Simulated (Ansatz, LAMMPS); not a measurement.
# Elastic response of glassy 56SiO2-26Al2O3-18BaO (mol %) (114 atoms): runs compared

Aim: relax glassy 56SiO2-26Al2O3-18BaO (mol %) (114 atoms), then change its volume and shape to read moduli from the stress.

Computed with Ansatz 0.2.0: Kohn-Sham DFT, RPBE, PAW (set soft_2), plane waves.

## 1. The cell as built

The cell holds 114 atoms: 19 Si, 18 Al, 6 Ba and 71 O. Its edges and angles: a = 11.541 Å, b = 11.541 Å, c = 11.541 Å, α = 90.0°, β = 90.0°, γ = 90.0°. 114 atoms (19 Si, 18 Al, 6 Ba, 71 O) placed at random at 3.09 g/cm³, melted at 4000 K for 10 ps at fixed volume with the Morse and Coulomb pair potential with partial charges (Pedone, Malavasi, Menziani, Cormack and Segre, J. Phys. Chem. B 110, 11780 (2006)). Quenched from 4000 K to 300 K at 20 K/ps and fixed volume, held 10 ps at zero pressure, then minimised at fixed cell.

Limits known from the start: The quench rate of 20 K/ps is many orders above laboratory rates, so the cell is likely richer in defects and strain than a real sample. The starting topology of bonds comes from the classical model, and needn't be the one that DFT or experiment would give. Only the Γ point is sampled. Spin–orbit coupling is left out, which matters for the levels of the heavy elements.

## 2. The reference run

The reference is a single point at the end of the relaxation.

Every strained cell starts from the geometry of this run, and its atoms are relaxed with the cell held.

Its input, with most atom lines left out:

```yaml
crystal:
  lattice:
    - [11.88823, -0.13698, 0.19082]
    - [-0.13698, 11.71259, -0.32738]
    - [0.19082, -0.32738, 12.04181]
  atoms:
    - { symbol: Si, position: [0.40469, 0.94729, 0.17493] }
    - { symbol: Si, position: [0.11312, 0.26356, 0.6462] }
    - { symbol: Si, position: [0.24783, 0.50765, 0.68757] }
    - { symbol: Si, position: [0.63306, 0.68841, 0.17471] }
    - { symbol: Si, position: [0.09665, 0.37825, 0.03385] }
    - { symbol: Si, position: [0.89059, 0.72196, 0.47562] }
    - { symbol: Si, position: [0.31929, 0.4064, 0.28508] }
    [... atom lines 8 to 114 left out ...]
kpoints:
  mp_grid: { grid: [1, 1, 1] }
hamiltonian:
  xc: rpbe
scf:
  occupations: { method: fixed }
output:
  forces: true
  stress: true
  populations: intrinsic
  dos:
    method: { smearing: { sigma: 0.1 } }
    de: 0.1
    projected: { site_lists: { Al: [Al], Ba: [Ba], O: [O], Si: [Si] } }
  eigenvalues: true
  write_density: true
  write_potential: true
  volumetric_format: npy
```

```
free energy per atom   : -861.2539 eV/atom
r.m.s. force component : 0.00449 eV/Å
pressure               : 0.004861 GPa
```

Filled and empty levels are parted by 4.00 eV (at Γ alone); a semilocal functional tends to put such gaps too low. In a disordered cell it changes from sample to sample, and tail or defect levels can set it.

## 3. The runs

Each row is one run, on 4 threads of Intel Xeon Platinum 8223CL at 3.00GHz (Skylake/Cascade Lake), shared host. The free energy is the program's total, comparable only between runs with the same functional, potentials and atoms.

```
                                 run  atoms    outcome  ionic steps, all passes  free energy (eV)     time  host memory (GiB)
           Single point at the start    114  converged                        -        -98175.001     30 s                2.0
              Cell and atoms relaxed    114  converged                       22        -98182.947  5.7 min                2.1
Single point at the relaxed geometry    114  converged                        -        -98182.947     22 s                2.3
                         Volume -3 %    114  converged                        8        -98182.666    2 min                2.3
                         Volume +3 %    114  converged                        7        -98182.682  2.2 min                2.4
                         Volume -6 %    114  converged                       10        -98181.855  2.4 min                2.2
                         Volume +6 %    114  converged                       11        -98181.984  3.4 min                2.5
                        Volume -10 %    114  converged                       18        -98180.248  5.8 min                2.2
            Stretched by 1 % along x    114  converged                        6        -98182.890  2.7 min                2.3
           Compressed by 1 % along x    114  converged                        7        -98182.898  3.1 min                2.3
                Sheared by 2 % in xy    114  converged                        7        -98182.876    3 min                2.3
```

In some runs the program notes that the SCF threshold is loose for the stress.

## 4. Pressure against volume

Atoms are relaxed at each volume, in the scaled cell.

```
volume change (%)  volume (Å³/atom)  energy change (meV/atom)  pressure (GPa)  largest move on relaxing (Å)  bonds  gap (eV)
              -10            13.222                     23.67            5.65                          1.25    196                4.20
               -6            13.810                      9.57            3.47                          0.36    194                4.23
               -3            14.251                      2.46            1.79                          0.12    191                4.13
               +0            14.691                      0.00            0.00                             -    185                4.00
               +3            15.132                      2.32           -1.63                          0.15    183                3.84
               +6            15.573                      8.45           -2.88                          0.60    180                3.53
```

## 5. Uniaxial strain and shear

Stress (GPa, compression positive) less that of the relaxed cell, atoms relaxed:

```
                   strain      xx      yy      zz      xy  energy change (meV/atom)
 stretched by 1 % along x  -1.012  -0.442  -0.438   0.024                      0.49
compressed by 1 % along x   0.935   0.407   0.419  -0.047                      0.42
     sheared by 2 % in xy   0.039  -0.093  -0.007  -0.621                      0.62
```

## 6. What came out

The bulk modulus, from the slope of pressure against ln V over the three points nearest the relaxed volume, is 57.1 GPa; between neighbouring points the slope runs 50, 53, 59, 55 and 43 GPa from the smallest volume up, without a steady fall, so no pressure derivative is given. The count of bonds runs from 180 to 196 over the series, so at some points contacts cross the cutoffs. At -10 % and +6 % some atom moved by over 0.5 Å on relaxing, so those points may sit in another local minimum. The gap goes from 4.20 eV at the smallest volume to 3.53 eV at the largest, -4.0 eV per unit of ln V by a straight line, not monotonically (lowest 3.53, highest 4.23 eV), on the run's k-points. In the Cartesian axes of the cell, finite differences give C11 = 97.3, C12 = 42.5, C13 = 42.9 and C66 = 31.0 GPa (the shear of 2 % is the engineering strain, εxy = 0.01). The mean of C11, C12 and C13, which equals the bulk modulus in a cubic or isotropic solid, is 60.9 GPa: it agrees with the bulk modulus within 10 %. For an isotropic solid C66 would equal (C11 − C12)/2 = 27.4 GPa; so small a sample needn't be isotropic, and C66 rests on one shear. With the bulk modulus and C66 as K and G, Young's modulus would be about 79 GPa and Poisson's ratio 0.27.

**Limits.** Strains are finite and relaxations stop at the force tolerance of the input, which can leave moduli too stiff; they are those of a static cell at zero temperature. Volumes are changed with the cell's shape held, so in an anisotropic solid the modulus lies over the one under free hydrostatic load. The program notes that the SCF threshold of the relaxations is loose for the stress.

The DFT runs together took 31 min of wall time.

[Logs are printed without paths, hosts, clocks, repeated set-up lines and the standing remarks that a program may print on its own settings, such as how far it seeks lower states.]

[Hosts, paths, dates, database ids (printed as entryN), source tags and the programs' standing remarks are cut or masked in the printed files.]
